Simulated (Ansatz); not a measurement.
# B on Pd(111): change of the work function

Wanted: Δφ(θ) for B/Pd(111), starting from the hcp site.

Calculated with Ansatz 0.2.0; plane-wave DFT, PBEsol, Ansatz PAW, in the first sound run; inputs show where later runs differ.

Report form: the programs' logs are mostly left out.

## (1) The structure

The cell holds 4 atoms: 4 Pd. Its edges and angles: a = 2.751 Å, b = 2.751 Å, c = 24.738 Å, α = 90.0°, β = 90.0°, γ = 60.0°. Vacuum lies along c.

## (2) The clean slab

The bare slab comes first, as the zero from which every change is counted. The two lowest layers are held at bulk places and the upper ones relax. The dipole correction removes the false field that a one-sided slab makes across the periodic vacuum, so each face gets a flat vacuum level of its own.

Input file input.yaml:

```yaml
crystal:
  lattice:
    - [2.7506453788, 0.0, 0.0]
    - [1.3753226894, 2.3821287749, 0.0]
    - [0.0, 0.0, 24.7376776414]
  atoms:
    - { symbol: Pd, position: [0.0, 0.0, 0.3638174986] }
    - { symbol: Pd, position: [0.3333333333, 0.3333333333, 0.4546058329] }
    - { symbol: Pd, position: [0.6666666667, 0.6666666667, 0.5453941671] }
    - { symbol: Pd, position: [0.0, 0.0, 0.6361825014] }
kpoints:
  mp_grid: { grid: [12, 12, 1] }
hamiltonian:
  xc: pbesol
scf:
  occupations: { method: fermi_dirac, width: 0.1 }
  convergence: { dr2_threshold: 1.0e-08 }
efield:
  axis: 3
  dipole_correction: true
  ramp_position: 0.97
  ramp_width: 0.06
relax:
  f_tol: 0.02
  max_steps: 60
  constraints: [{ sites: [0, 1] }]
output:
  write_potential: true
  write_density: true
  volumetric_format: npy
```

Launch:

```sh
$ ansatz run input.yaml --threads 8 --pin off --max-ram 12288MiB --backend cpu --events-out ev --progress --plain --runs-dir out
```

The job ended after 5.2 s (8 threads of Intel Xeon Platinum 8559C (Emerald Rapids), shared host; peak memory 0.69 GiB; 32 s of CPU time).

The steps of the relaxation:

```
step  energy less that of the first step (eV)  largest force component (eV/Å)
   1                                   0.0000                          0.0866
   2                                  -0.0027                          0.0426
   3                                  -0.0032                          0.0016
```

The run keeps the 6 symmetry operations that it works with, so distortions that break them were not tested.

The atoms that moved most (Å):

```
atom     dx     dy      dz  length
 Pd4  0.000  0.000  -0.047   0.047
 Pd3  0.000  0.000  -0.031   0.031
```

This step gave:

| Property | Result |
| --- | --- |
| energy at zero smearing | -27625.2052 eV |
| work function, upper face | 5.366 eV |
| dipole along the normal | 1.95e-4 e·Å |

Running mean over 2.246 Å of the planar mean; the ramp of the sawtooth is left out. Electron's electrostatic potential energy less the Fermi level against z:

```
z (Å)  electron's electrostatic potential energy less the Fermi level (eV)
  3.5                                                                 5.37
  4.0                                                                 5.37
  4.5                                                                 5.37
  5.0                                                                 5.37
  5.5                                                                 5.36
  6.0                                                                 5.32
  6.5                                                                 5.17
  7.0                                                                 4.54
  7.5                                                                 1.91
  8.0                                                                -3.01
  8.5                                                                -6.96
  9.0                                                                -8.17
  9.5                                                                -8.35
 10.0                                                                -8.41
 10.5                                                                -8.45
 11.0                                                                -8.53
 11.5                                                                -8.64
 12.0                                                                -8.83
 12.5                                                                -8.89
 13.0                                                                -8.72
 13.5                                                                -8.59
 14.0                                                                -8.58
 14.5                                                                -8.59
 15.0                                                                -8.51
 15.5                                                                -8.32
 16.0                                                                -7.69
 16.5                                                                -4.85
 17.0                                                                0.179
 17.5                                                                 3.86
 18.0                                                                 5.02
 18.5                                                                 5.28
 19.0                                                                 5.34
 19.5                                                                 5.36
 20.0                                                                 5.37
 20.5                                                                 5.37
 21.0                                                                 5.37
 21.5                                                                 5.37
```

The relaxation took 3 steps and lowered the energy by 0.0032 eV; the largest force on the free atoms ends at 0.0016 eV/Å.

The work function of the upper face is 5.37 eV.

## (3) Adsorbate added, k-mesh 6×6×1, coverage 0.25 ML

System of this step: BPd16 (B/Pd(111)). The cell holds 17 atoms: 16 Pd and 1 B. Its edges and angles: a = 5.501 Å, b = 5.501 Å, c = 26.256 Å, α = 90.0°, β = 90.0°, γ = 60.0°. Vacuum lies along c.

The clean slab as it ended is repeated in the plane and the adsorbate is set on one face; the cell's size fixes the coverage, and the k-mesh shrinks with it to keep the sampling density about even. Adsorbate and upper layers relax, since the dipole depends on the height.

Input file input.yaml:

```yaml
crystal:
  lattice:
    - [5.5012907577, 0.0, 0.0]
    - [2.7506453788, 4.7642575497, 0.0]
    - [0.0, 0.0, 26.2563219682]
  atoms:
    - { symbol: Pd, position: [0.0, 0.0, 0.3427745901] }
    - { symbol: Pd, position: [0.1666666667, 0.1666666667, 0.4283118009] }
    - { symbol: Pd, position: [0.3333333333, 0.3333333333, 0.5126551137] }
    - { symbol: Pd, position: [0.0, 0.0, 0.597600542] }
    - { symbol: Pd, position: [0.0, 0.5, 0.3427745901] }
    - { symbol: Pd, position: [0.1666666667, 0.6666666667, 0.4283118009] }
    - { symbol: Pd, position: [0.3333333333, 0.8333333333, 0.5126551137] }
    - { symbol: Pd, position: [0.0, 0.5, 0.597600542] }
    - { symbol: Pd, position: [0.5, 0.0, 0.3427745901] }
    - { symbol: Pd, position: [0.6666666667, 0.1666666667, 0.4283118009] }
    - { symbol: Pd, position: [0.8333333333, 0.3333333333, 0.5126551137] }
    - { symbol: Pd, position: [0.5, 0.0, 0.597600542] }
    - { symbol: Pd, position: [0.5, 0.5, 0.3427745901] }
    - { symbol: Pd, position: [0.6666666667, 0.6666666667, 0.4283118009] }
    - { symbol: Pd, position: [0.8333333333, 0.8333333333, 0.5126551137] }
    - { symbol: Pd, position: [0.5, 0.5, 0.597600542] }
    - { symbol: B, position: [0.3333333333, 0.3333333333, 0.6572254099] }
kpoints:
  mp_grid: { grid: [6, 6, 1] }
hamiltonian:
  xc: pbesol
scf:
  occupations: { method: fermi_dirac, width: 0.1 }
  convergence: { dr2_threshold: 1.0e-08 }
efield:
  axis: 3
  dipole_correction: true
  ramp_position: 0.97
  ramp_width: 0.06
relax:
  f_tol: 0.02
  max_steps: 60
  constraints: [{ sites: [0, 1, 4, 5, 8, 9, 12, 13] }]
output:
  bader: true
  dos: { projected: true, e_range: [-8, 4] }
  write_potential: true
  write_density: true
  volumetric_format: npy
  elf: true
```

Wall time 80 s (8 threads); peak memory 4.3 GiB.

The steps of the relaxation:

```
step  energy less that of the first step (eV)  largest force component (eV/Å)
   1                                   0.0000                          3.6599
   2                                  -0.7831                          2.4531
   3                                  -1.0862                          0.6263
   4                                  -1.1211                          0.1725
   5                                  -1.1235                          0.0075
```

The run keeps the 6 symmetry operations that it works with, so distortions that break them were not tested.

The atoms that moved most (Å):

```
atom      dx      dy      dz  length
 B17   0.000   0.000  -0.469   0.469
Pd12   0.000  -0.045   0.066   0.080
 Pd8  -0.039   0.023   0.066   0.080
Pd16   0.039   0.023   0.066   0.080
Pd11   0.000   0.000   0.018   0.018
 Pd7   0.000   0.000   0.018   0.018
Pd15   0.000   0.000   0.018   0.018
 Pd3   0.000   0.000   0.010   0.010
```

The relaxed structure:

```xyz
17
Lattice="5.5013 0.0000 0.0000 2.7506 4.7643 0.0000 0.0000 0.0000 26.2563" Properties=species:S:1:pos:R:3
Pd    0.0000    0.0000    9.0000
Pd    1.3753    0.7940   11.2459
Pd    2.7506    1.5881   13.4701
Pd    0.0000    0.0000   15.6967
Pd    1.3753    2.3821    9.0000
Pd    2.7506    3.1762   11.2459
Pd    4.1255    3.9705   13.4789
Pd    1.3362    2.4047   15.7563
Pd    2.7506    0.0000    9.0000
Pd    4.1260    0.7940   11.2459
Pd    5.5013    1.5876   13.4789
Pd    2.7506   -0.0451   15.7563
Pd    4.1260    2.3821    9.0000
Pd    5.5013    3.1762   11.2459
Pd    6.8770    3.9705   13.4789
Pd    4.1650    2.4047   15.7563
B     2.7506    1.5881   16.7875
```

Numbers from this step:

```yaml
energy_at_zero_smearing: -110653.7016 eV
work_function_upper_face: 5.461 eV
work_function_lower_face: 5.360 eV
dipole_along_the_normal: -0.01465 e·Å
step_between_the_vacuum_levels: 0.1012 eV
```

Running mean over 2.246 Å of the planar mean; the ramp of the sawtooth is left out. The electron's electrostatic potential energy less the Fermi level by z:

z (Å), electron's electrostatic potential energy less the Fermi level (eV) and a bar from the least value:
```
        4       5.36 ##############################
        5       5.36 ##############################
        6       5.31 ##############################
        7       4.53 ############################
        8      -3.03 #############
        9      -8.18 ##
       10      -8.40 ##
       11      -8.50 #
       12      -8.67 #
       13      -8.63 #
       14      -8.50 #
       15      -8.58 #
       16      -9.17 
       17      -1.86 ###############
       18       4.33 ############################
       19       5.39 ##############################
       20       5.46 ##############################
       21       5.46 ##############################
       22       5.46 ##############################
       23       5.46 ##############################
```

The density of states has structure finer than the step of the table below, so its rows give means over 0.25 eV, whole bins alone (the curve runs from -8 to 1.98 eV). Peaks (eV: height): -3.820: 51.7, -3.730: 55.1, -2.650: 70.1, -2.320: 68.1, -1.860: 73.1, -1.620: 55.4, -0.240: 61.0.

Density of states against energy, zero at the Fermi level; means over each step:

```
energy (eV)  density of states (states/eV a cell)
      -7.75                                  4.89
      -7.50                                     0
      -7.25                                     0
      -7.00                                     0
      -6.75                                 0.120
      -6.50                                  1.01
      -6.25                                  1.11
      -6.00                                  1.30
      -5.75                                  1.64
      -5.50                                  4.30
      -5.25                                  10.5
      -5.00                                  18.2
      -4.75                                  27.9
      -4.50                                  34.1
      -4.25                                  27.4
      -4.00                                  23.8
      -3.75                                  27.0
      -3.50                                  27.4
      -3.25                                  26.0
      -3.00                                  28.2
      -2.75                                  40.2
      -2.50                                  33.9
      -2.25                                  40.1
      -2.00                                  30.4
      -1.75                                  34.9
      -1.50                                  31.0
      -1.25                                  26.1
      -1.00                                  36.4
      -0.75                                  29.7
      -0.50                                  29.4
      -0.25                                  42.5
       0.00                                  28.5
       0.25                                  10.4
       0.50                                  3.86
       0.75                                  5.46
       1.00                                  6.42
       1.25                                  5.15
       1.50                                  5.00
       1.75                                  5.69
```

Projected DOS per atom over height of the atomic layer and energy from the Fermi level. Layers: Pd4 Pd4 Pd4 Pd4 B from below.

Ten even steps from '0' (0.00 states/eV) to '9' (2.62 states/eV), each cell a mean:
```
00003
00002
00002
10001
89731
87651
96671
75661
85572
97771
89991
45561
55561
57552
39962
03442
00011
00000
00000
00000
00000
00017
```
Columns: height of the atomic layer (Å) from 9 to 16.8 (not evenly spaced); rows upwards: energy from the Fermi level (eV) from -7.96 to 1.95.

ELF in the ca plane at fractional y = 0.333, with atoms of Pd and B within 0.2 Å of it. It is the smooth field of the valence electrons, not physical close to the nuclei.

Ten even steps from '0' (0.00) to '9' (0.76), each cell a mean:
```
22322222222235664222332211000000000000000000
22222222222246556322222211000000000000000000
22222222222246456323222211000000000000000000
22222222222246665322222211000000000000000000
23332223332224543222333221100000000000000000
34543224553222222223443333210000000000000000
34543224553222222223444466542000000000000000
23332223332224553222345899864100000000000000
22222222222246665322357569985210000000000000
22222222222246456322364017996310000000000000
22222222222246566322356338986310000000000000
22322222332235664222246889975200000000000000
34442223443223332223444688753100000000000000
35543224553222222223553344421000000000000000
34442223443223332223443222110000000000000000
```
Columns run along c (16.0 Å, from fractional 0.32 to 0.92 of the cell), rows up along a (5.5 Å). Atoms in or near the plane, at fractional coordinates: Pd at (0.51, 0.33), Pd at (0.51, 0.83), B at (0.64, 0.33).

Electrostatic potential energy in the ca plane at fractional y = 0.333, with atoms of Pd and B within 0.2 Å of it. With pseudopotentials it is smooth inside the atoms' cores, unlike the true potential.

Values in eV, 8 rows by 16 columns, each cell a mean:
```
  4   4   5   3  -9 -35  -2   2   6   9   9   9   9   9   9   9
  6   6   6   5 -14 -40  -4   5   7   9   9   9   9   9   9   9
 -3  -1   0  -6   1 -11   3  -6   3   8   9   9   9   9   9   9
 -8  -5  -3 -10   4   0   4 -11   0   7   9   9   9   9   9   9
  4   4   5   3  -9 -35  -1   1 -23  -2   8   9   9   9   9   9
  6   6   6   5 -15 -40  -4   2 -33  -7   8   9   9   9   9   9
 -3  -1   0  -6   1 -11   3  -5  -3   5   8   9   9   9   9   9
 -8  -5  -3 -10   4   0   4 -12   1   8   9   9   9   9   9   9
```
Columns run along c (16.0 Å, from fractional 0.32 to 0.92 of the cell; values clipped at the 3rd and 97th percentile), rows up along a (5.5 Å). Atoms in or near the plane, at fractional coordinates: Pd at (0.51, 0.33), Pd at (0.51, 0.83), B at (0.64, 0.33).

Valence density in the ca plane at fractional y = 0.333, with atoms of Pd and B within 0.2 Å of it. It is the smooth field of the valence electrons, not physical close to the nuclei.

Ten steps, logarithmic in the rise over the least value, from '0' (0 e/Å³) to '9' (13 e/Å³), each cell a mean:
```
23332122332236775322332100000000000000000000
12221112222258997422221100000000000000000000
12221111222258997422221100000000000000000000
12222112222247886322222100000000000000000000
23432223443234554223443210000000000000000000
34553234553222322224554210000000000000000000
35553234553222322223554321000000000000000000
23432223432234553223444332100000000000000000
12222112222247986322234432100000000000000000
12221111222259997422233333100000000000000000
12221112222258997322234332100000000000000000
23332123332236775222333332100000000000000000
24543224543223432223444321000000000000000000
35653234653222222224554210000000000000000000
24543224543223432223553210000000000000000000
```
Columns run along c (16.0 Å, from fractional 0.32 to 0.92 of the cell), rows up along a (5.5 Å). Atoms in or near the plane, at fractional coordinates: Pd at (0.51, 0.33), Pd at (0.51, 0.83), B at (0.64, 0.33).

The relaxation took 5 steps and lowered the energy by 1.1 eV; the largest force on the free atoms ends at 0.0075 eV/Å.

By hand: a sheet of dipoles makes a step −p/(ε₀A) in the electron's potential. With e/ε₀ = 180.95 V·Å, p = -0.01465 e·Å and A = 26.21 Å², that is −180.95 × (-0.01465) / 26.21 = +0.101 eV, and the two vacuum levels of the run differ by +0.101 eV.

The covered face has 5.46 eV, +0.09 eV against the clean one; the bare back face has moved by -0.01 eV, a measure of how thin the slab is.

(Continued in part 2 of 2.)

[Logs are printed without paths, hosts, clocks, repeated set-up lines and the standing remarks that a program may print on its own settings, such as how far it seeks lower states.]

[Hosts, paths, dates, database ids (printed as entryN), source tags and the programs' standing remarks are cut or masked in the printed files.]

[Maps of the electrostatic potential energy from Ansatz leave out the sawtooth potential of an applied field or a dipole correction, so their vacuum need not be flat; planar profiles and work functions include it.]
